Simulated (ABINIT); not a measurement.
# AlGaN2 (P3m1): G0W0 in ABINIT against the screening cutoff in the self-energy

Wanted: the cheapest screening cutoff in the self-energy that holds the gap of AlGaN2 (P3m1).

Program: ABINIT 10.8.3. Level of theory: LDA and many-body steps on it, plane waves. Results are calculated unless marked as measured.

## (1) Set-up

The structure is trigonal, space group P3m1 (No. 156). The conventional cell has a = 3.145 Å, b = 3.145 Å, c = 5.097 Å, α = 90.00°, β = 90.00°, γ = 120.00°. Nearest to Al lie 4 N at 1.89 to 1.90 Å. Ga has 4 N at 1.93 to 1.96 Å nearest. Nearest to N lie 3 Al at 1.90 Å and 1 Ga at 1.96 Å. Nearest to N lie 1 Al at 1.89 Å and 3 Ga at 1.93 Å. Farther neighbours and most contacts between anions are not listed.

Structure file:

```cif
data_structure
_symmetry_space_group_name_H-M 'P 1'
_symmetry_Int_Tables_number 1
_cell_length_a 3.1453
_cell_length_b 3.1453
_cell_length_c 5.0969
_cell_angle_alpha 90.000
_cell_angle_beta 90.000
_cell_angle_gamma 120.000
_cell_volume 43.67
loop_
_atom_site_label
_atom_site_type_symbol
_atom_site_fract_x
_atom_site_fract_y
_atom_site_fract_z
_atom_site_occupancy
Al1 Al 0.00000 0.00000 0.99926 1
Ga2 Ga 0.66667 0.33333 0.49717 1
N3 N 0.66667 0.33333 0.11180 1
N4 N 0.00000 0.00000 0.62816 1
```

The cell and positions are those that the Materials Project relaxed with its own functionals (PBE, PBE+U or r2SCAN), kept fixed.

## (2) Screening, 3×3×2 mesh, 83 bands, screening to 176.9 eV

This step: ABINIT 10.8.3; RPA screening on LDA, plane waves, norm-conserving pseudopotentials.

The RPA dielectric matrix is built and inverted for each q.

The input, run.abi:

```
acell 3*1.0 Angstrom
rprim 
  3.145282644058 -0.000000000015 0.000000000000
  -1.572641322016 2.723894671844 0.000000000000
  0.000000000000 0.000000000000 5.096893730000
ntypat 3
znucl 13 31 7
natom 4
typat 1 2 3 3
xred 
  0.000000000000 0.000000000000 0.999263770000
  0.666666666667 0.333333333333 0.497174210000
  0.666666666667 0.333333333333 0.111803640000
  0.000000000000 0.000000000000 0.628158390000
pp_dirpath "pseudos"
pseudos "Al.upf, Ga.upf, N.upf"
ecut 36
ngkpt 3 3 2
nshiftk 1
shiftk 0 0 0
kptopt 1
chksymbreak 0
istwfk *1
occopt 1
irdwfk 1
optdriver 3
nband 83
ecuteps 6.5
inclvkb 2
awtr 1
symchi 1
indata_prefix "in"
outdata_prefix "out"
tmpdata_prefix "tmp"
```

Run with:

```bash
> OMP_NUM_THREADS=1 mpirun -n 4 abinit run.abi > log
```

Output:

```text
.Version 10.8.3 of ABINIT. v10.8.2 released Aug 2026.

 Symmetries : space group P3 m 1 (#156); Bravais hP (primitive hexag.)
[... echo of the input left out ...]
== DATASET  1 ==================================================================
-   mpi_nproc: 4, omp_nthreads: 1 (-1 if OMP is not activated)

--- !DatasetInfo
iteration_state: {dtset: 1, }
dimensions: {natom: 4, nkpt: 6, mband: 83, nsppol: 1, nspinor: 1, nspden: 1, mpw: 3066, }
cutoff_energies: {ecut:  36.0, pawecutdg:  -1.0, }
electrons: {nelect:   2.60000000E+01, charge:   0.00000000E+00, occopt:   1.00000000E+00, tsmear:   1.00000000E-02, }

 SCREENING: Calculation of the susceptibility and dielectric matrices

 Based on a program developped by R.W. Godby, V. Olevano, G. Onida, and L. Reining.
 Incorporated in ABINIT by V. Olevano, G.-M. Rignanese, and M. Torrent.
.Using double precision arithmetic ; gwpc =  8

[... cell and pseudopotentials left out ...]
--------------------------------------------------------------------------------

 ==== K-mesh for the wavefunctions ====
 Number of points in the irreducible wedge :     6
[... list of points left out ...]
 Together with  6 symmetry operations and time-reversal symmetry
 yields    18 points in the full Brillouin Zone.

 ==== Q-mesh for the screening function ====
 Number of points in the irreducible wedge :     6
[... list of points left out ...]
 Together with  6 symmetry operations and time-reversal symmetry
 yields    18 points in the full Brillouin Zone.

 setmesh: FFT mesh size selected  =    20x   20x   40
          total number of points  =        16000

 vcoul_init : cutoff-mode = AUXILIARY_FUNCTION
 q-points for optical limit:   1
     1)      0.000010    0.000020    0.000030

- screening: taking advantage of time-reversal symmetry
- Maximum band index for partially occupied states nbvw = 13
- Remaining bands to be divided among processors   nbcw = 70
- Number of bands treated by each node ~17

 Number of electrons calculated from density =   26.0000; Expected =   26.0000
 average of density, n =  0.088231
 r_s =    1.3935
 omega_plasma =   28.6527 [eV]

 calculating chi0 at frequencies [eV] :
  1    0.000000E+00    0.000000E+00
  2    0.000000E+00    2.865274E+01

--------------------------------------------------------------------------------
  q-point number  1        q = ( 0.000000, 0.000000, 0.000000) [r.l.u.]
--------------------------------------------------------------------------------
[... chi0 elements left out ...]
 For q-point:  0.000010 0.000020 0.000030
  dielectric constant =   6.4346
  dielectric constant without local fields =   7.0136

  Average fulfillment of the sum rule on Im[epsilon] for q-point    1 :     58.27  [%]
[... wings left out ...]
  q-point number  2        q = ( 0.333333, 0.000000, 0.000000) [r.l.u.]
--------------------------------------------------------------------------------
[... chi0 elements left out ...]
  Average fulfillment of the sum rule on Im[epsilon] for q-point    2 :     64.54  [%]

 [... 4 further q-points ...]
```

Elapsed: 9 s, on 4 MPI ranks of Arm Neoverse V2, shared host; peak memory 0.48 GiB; 35 s of CPU time.

Numbers from this step:

| Item | Value |
| --- | --- |
| ε∞ with local fields, on this mesh, along the program's q direction | 6.435 |
| the same without local fields | 7.014 |
| plasma frequency | 28.65 eV |
| plane waves in the screening matrix | 245 |

Local fields lower ε∞ by 8 %. On a Γ-centred mesh this coarse the value itself is usually too large, while a short band sum pulls it down.

## (3) 0.7 Ha

This step: G0W0 on LDA, plane waves, norm-conserving pseudopotentials.

run.abi, as its differences from that of step 2:

```diff
@@ -25,8 +25,15 @@
 irdwfk 1
-optdriver 3
+optdriver 4
 nband 83
-ecuteps 6.5
-inclvkb 2
-awtr 1
-symchi 1
+gwcalctyp 0
+ecutsigx 36
+symsigma 1
+nkptgw 1
+kptgw 
+  0.0000000000 0.0000000000 0.0000000000
+bdgw 
+  12 15
+ecuteps 0.7
+irdscr 1
+ppmodel 1
 indata_prefix "in"
```

Output:

```text
.Version 10.8.3 of ABINIT. v10.8.2 released Aug 2026.

 Symmetries : space group P3 m 1 (#156); Bravais hP (primitive hexag.)
[... echo of the input left out ...]
== DATASET  1 ==================================================================
-   mpi_nproc: 4, omp_nthreads: 1 (-1 if OMP is not activated)

--- !DatasetInfo
iteration_state: {dtset: 1, }
dimensions: {natom: 4, nkpt: 6, mband: 83, nsppol: 1, nspinor: 1, nspden: 1, mpw: 3066, }
cutoff_energies: {ecut:  36.0, pawecutdg:  -1.0, }
electrons: {nelect:   2.60000000E+01, charge:   0.00000000E+00, occopt:   1.00000000E+00, tsmear:   1.00000000E-02, }

 SIGMA: Calculation of the GW corrections

 Based on a program developped by R.W. Godby, V. Olevano, G. Onida, and L. Reining.
 Incorporated in ABINIT by V. Olevano, G.-M. Rignanese, and M. Torrent.
.Using double precision arithmetic ; gwpc =  8

[... cell and pseudopotentials left out ...]
--------------------------------------------------------------------------------

 ==== K-mesh for the wavefunctions ====
 Number of points in the irreducible wedge :     6
[... list of points left out ...]
 Together with  6 symmetry operations and time-reversal symmetry
 yields    18 points in the full Brillouin Zone.

 ==== Q-mesh for screening function ====
 Number of points in the irreducible wedge :     6
[... list of points left out ...]
 Together with  6 symmetry operations and time-reversal symmetry
 yields    18 points in the full Brillouin Zone.

 vcoul_init : cutoff-mode = AUXILIARY_FUNCTION
 q-points for optical limit:   1
     1)      0.000010    0.000020    0.000030
 setmesh: FFT mesh size selected  =    27x   27x   54
          total number of points  =        39366

 Number of electrons calculated from density =   26.0000; Expected =   26.0000
 average of density, n =  0.088231
 r_s =    1.3935
 omega_plasma =   28.6527 [eV]

 === KS Band Gaps ===
  >>>> For spin  1
   Minimum direct gap =   2.9210 [eV], located at k-point      :   0.0000  0.0000  0.0000
   Fundamental gap    =   2.9210 [eV], Top of valence bands at :   0.0000  0.0000  0.0000
                                       Bottom of conduction at :   0.0000  0.0000  0.0000
 SIGMA fundamental parameters:
 PLASMON POLE MODEL  1
 number of plane-waves for SigmaX                 3027
 number of plane-waves for SigmaC and W              3
 number of plane-waves for wavefunctions          3027
 number of bands                                    83
 number of independent spin polarizations            1
 number of spinorial components                      1
 number of k-points in IBZ                           6
 number of q-points in IBZ                           6
 number of symmetry operations                       6
 number of k-points in BZ                           18
 number of q-points in BZ                           18
 number of frequencies for dSigma/dE                 9
 frequency step for dSigma/dE [eV]                0.25
 number of omega for Sigma on real axis              0
 max omega for Sigma on real axis  [eV]           0.00
 zcut for avoiding poles [eV]                     0.10

 EPSILON^-1 parameters (SCR file):
 dimension of the eps^-1 matrix on file            245
 dimension of the eps^-1 matrix used                 3
 number of plane-waves for wavefunctions          3027
 number of bands                                    83
 number of q-points in IBZ                           6
 number of frequencies                               2
 number of real frequencies                          1
 number of imag frequencies                          1

 matrix elements of self-energy operator (all in [eV])

 Perturbative Calculation

--- !SelfEnergy_ee
iteration_state: {dtset: 1, }
kpoint     : [   0.000,    0.000,    0.000, ]
spin       : 1
KS_gap     :    2.921
QP_gap     :    4.771
Delta_QP_KS:    1.850
data: !SigmaeeData |
     Band     E0 <VxcDFT>   SigX SigC(E0)      Z dSigC/dE  Sig(E)    E-E0       E
       12   5.381 -17.816 -21.198   3.013   0.865  -0.157 -18.135  -0.318   5.063
       13   5.381 -17.816 -21.198   3.013   0.865  -0.157 -18.135  -0.318   5.063
       14   8.302 -13.907  -9.027  -3.115   0.868  -0.152 -12.375   1.531   9.834
       15  10.864 -12.213  -6.717  -3.361   0.868  -0.152 -10.360   1.853  12.717

== END DATASET(S) ==============================================================
================================================================================

 -outvars: echo values of variables after computation  --------
           etotal      0.0000000000E+00
            nband          83
             nkpt           6
          spgroup         156
 [... the other variables as echoed above ...]

 Calculation completed.
```

It took 2.7 s on 4 MPI ranks; peak memory 0.1 GiB; 11 s of CPU time.

This step gave:

```yaml
g0w0_gap_on_the_points_computed: 4.771 eV
starting_gap_on_the_mesh: 2.921 eV
k_of_the_valence_top: 0, 0, 0
k_of_the_conduction_bottom: 0, 0, 0
z_at_the_valence_top: 0.865
z_at_the_conduction_bottom: 0.868
least_direct_g0w0_gap_on_the_computed_points: 4.771 eV
```

## (4) 1.3 Ha

run.abi, as its differences from that of step 3:

```diff
@@ -35,3 +35,3 @@
   12 15
-ecuteps 0.7
+ecuteps 1.3
 irdscr 1
```

Output:

```text
.Version 10.8.3 of ABINIT. v10.8.2 released Aug 2026.

 Symmetries : space group P3 m 1 (#156); Bravais hP (primitive hexag.)
[... echo of the input left out ...]
== DATASET  1 ==================================================================
-   mpi_nproc: 4, omp_nthreads: 1 (-1 if OMP is not activated)

--- !DatasetInfo
iteration_state: {dtset: 1, }
dimensions: {natom: 4, nkpt: 6, mband: 83, nsppol: 1, nspinor: 1, nspden: 1, mpw: 3066, }
cutoff_energies: {ecut:  36.0, pawecutdg:  -1.0, }
electrons: {nelect:   2.60000000E+01, charge:   0.00000000E+00, occopt:   1.00000000E+00, tsmear:   1.00000000E-02, }

 SIGMA: Calculation of the GW corrections

 Based on a program developped by R.W. Godby, V. Olevano, G. Onida, and L. Reining.
 Incorporated in ABINIT by V. Olevano, G.-M. Rignanese, and M. Torrent.
.Using double precision arithmetic ; gwpc =  8

[... cell and pseudopotentials left out ...]
--------------------------------------------------------------------------------

 ==== K-mesh for the wavefunctions ====
 Number of points in the irreducible wedge :     6
[... list of points left out ...]
 Together with  6 symmetry operations and time-reversal symmetry
 yields    18 points in the full Brillouin Zone.

 ==== Q-mesh for screening function ====
 Number of points in the irreducible wedge :     6
[... list of points left out ...]
 Together with  6 symmetry operations and time-reversal symmetry
 yields    18 points in the full Brillouin Zone.

 vcoul_init : cutoff-mode = AUXILIARY_FUNCTION
 q-points for optical limit:   1
     1)      0.000010    0.000020    0.000030
 setmesh: FFT mesh size selected  =    27x   27x   54
          total number of points  =        39366

 Number of electrons calculated from density =   26.0000; Expected =   26.0000
[...]
number of k-points in IBZ                           6
 number of q-points in IBZ                           6
 number of symmetry operations                       6
 number of k-points in BZ                           18
 number of q-points in BZ                           18
 number of frequencies for dSigma/dE                 9
 frequency step for dSigma/dE [eV]                0.25
 number of omega for Sigma on real axis              0
 max omega for Sigma on real axis  [eV]           0.00
 zcut for avoiding poles [eV]                     0.10

 EPSILON^-1 parameters (SCR file):
 dimension of the eps^-1 matrix on file            245
 dimension of the eps^-1 matrix used                23
 number of plane-waves for wavefunctions          3027
 number of bands                                    83
 number of q-points in IBZ                           6
 number of frequencies                               2
 number of real frequencies                          1
 number of imag frequencies                          1

 matrix elements of self-energy operator (all in [eV])

 Perturbative Calculation

--- !SelfEnergy_ee
iteration_state: {dtset: 1, }
kpoint     : [   0.000,    0.000,    0.000, ]
spin       : 1
KS_gap     :    2.921
QP_gap     :    3.671
Delta_QP_KS:    0.750
data: !SigmaeeData |
     Band     E0 <VxcDFT>   SigX SigC(E0)      Z dSigC/dE  Sig(E)    E-E0       E
       12   5.381 -17.816 -21.198   3.455   0.824  -0.214 -17.755   0.061   5.442
       13   5.381 -17.816 -21.198   3.455   0.824  -0.214 -17.755   0.061   5.442
       14   8.302 -13.907  -9.027  -3.910   0.837  -0.194 -13.095   0.811   9.113
       15  10.864 -12.213  -6.717  -4.193   0.841  -0.190 -11.118   1.095  11.960

== END DATASET(S) ==============================================================
================================================================================

 -outvars: echo values of variables after computation  --------
           etotal      0.0000000000E+00
            nband          83
             nkpt           6
          spgroup         156
 [... the other variables as echoed above ...]

 Calculation completed.
```

It took 2.7 s on 4 MPI ranks; peak memory 0.1 GiB.

This step gave:

```
G0W0 gap on the points computed              : 3.671 eV
starting gap on the mesh                     : 2.921 eV
k of the valence top                         : 0, 0, 0
k of the conduction bottom                   : 0, 0, 0
Z at the valence top                         : 0.824
Z at the conduction bottom                   : 0.837
least direct G0W0 gap on the computed points : 3.671 eV
```

## (5) 2.3 Ha

The self-energy is evaluated for the states that the input lists, and the levels follow from it, in one-shot runs by the linearised quasiparticle equation.

run.abi, as its differences from that of step 4:

```diff
@@ -35,3 +35,3 @@
   12 15
-ecuteps 1.3
+ecuteps 2.3
 irdscr 1
```

Output:

```text
.Version 10.8.3 of ABINIT. v10.8.2 released Aug 2026.

 Symmetries : space group P3 m 1 (#156); Bravais hP (primitive hexag.)
[... echo of the input left out ...]
== DATASET  1 ==================================================================
-   mpi_nproc: 4, omp_nthreads: 1 (-1 if OMP is not activated)

--- !DatasetInfo
iteration_state: {dtset: 1, }
dimensions: {natom: 4, nkpt: 6, mband: 83, nsppol: 1, nspinor: 1, nspden: 1, mpw: 3066, }
cutoff_energies: {ecut:  36.0, pawecutdg:  -1.0, }
[...]
13   5.381 -17.816 -21.198   3.525   0.810  -0.235 -17.700   0.117   5.498
       14   8.302 -13.907  -9.027  -3.896   0.830  -0.206 -13.091   0.815   9.117
       15  10.864 -12.213  -6.717  -4.318   0.835  -0.197 -11.229   0.984  11.848

== END DATASET(S) ==============================================================
================================================================================

 -outvars: echo values of variables after computation  --------
           etotal      0.0000000000E+00
            nband          83
             nkpt           6
          spgroup         156
 [... the other variables as echoed above ...]

 Calculation completed.
```

It took 2.8 s on 4 MPI ranks; peak memory 0.1 GiB; 11 s of CPU time.

This step gave:

```
G0W0 gap on the points computed              : 3.619 eV
starting gap on the mesh                     : 2.921 eV
k of the valence top                         : 0, 0, 0
k of the conduction bottom                   : 0, 0, 0
least direct G0W0 gap on the computed points : 3.619 eV
```

The gap on the mesh goes from 2.92 eV to 3.62 eV, a correction of +0.70 eV.

(Part 1 of 2 ends here.)

[Paths, hosts, dates, memory and timing lines, banners, echoed tables and standing remarks are left out of the program output.]

[Logs are printed without paths, hosts, clocks, repeated set-up lines and the standing remarks that a program may print on its own settings, such as how far it seeks lower states.]

[Runs of the session that timed out or met a known fault of the program may be left out.]

[Hosts, paths, dates, database ids (printed as entryN), source tags and the programs' standing remarks are cut or masked in the printed files.]

[G0W0 gaps are taken among the corrected bands and points alone; a level outside them can change the order at an edge.]

[Where Ansatz stands beside ABINIT at settings called matched, ABINIT's density can come from a denser mesh and the files from another edition; pairs whose starting gaps differed by over 0.03 eV were left out, so agreement reads better than it is.]
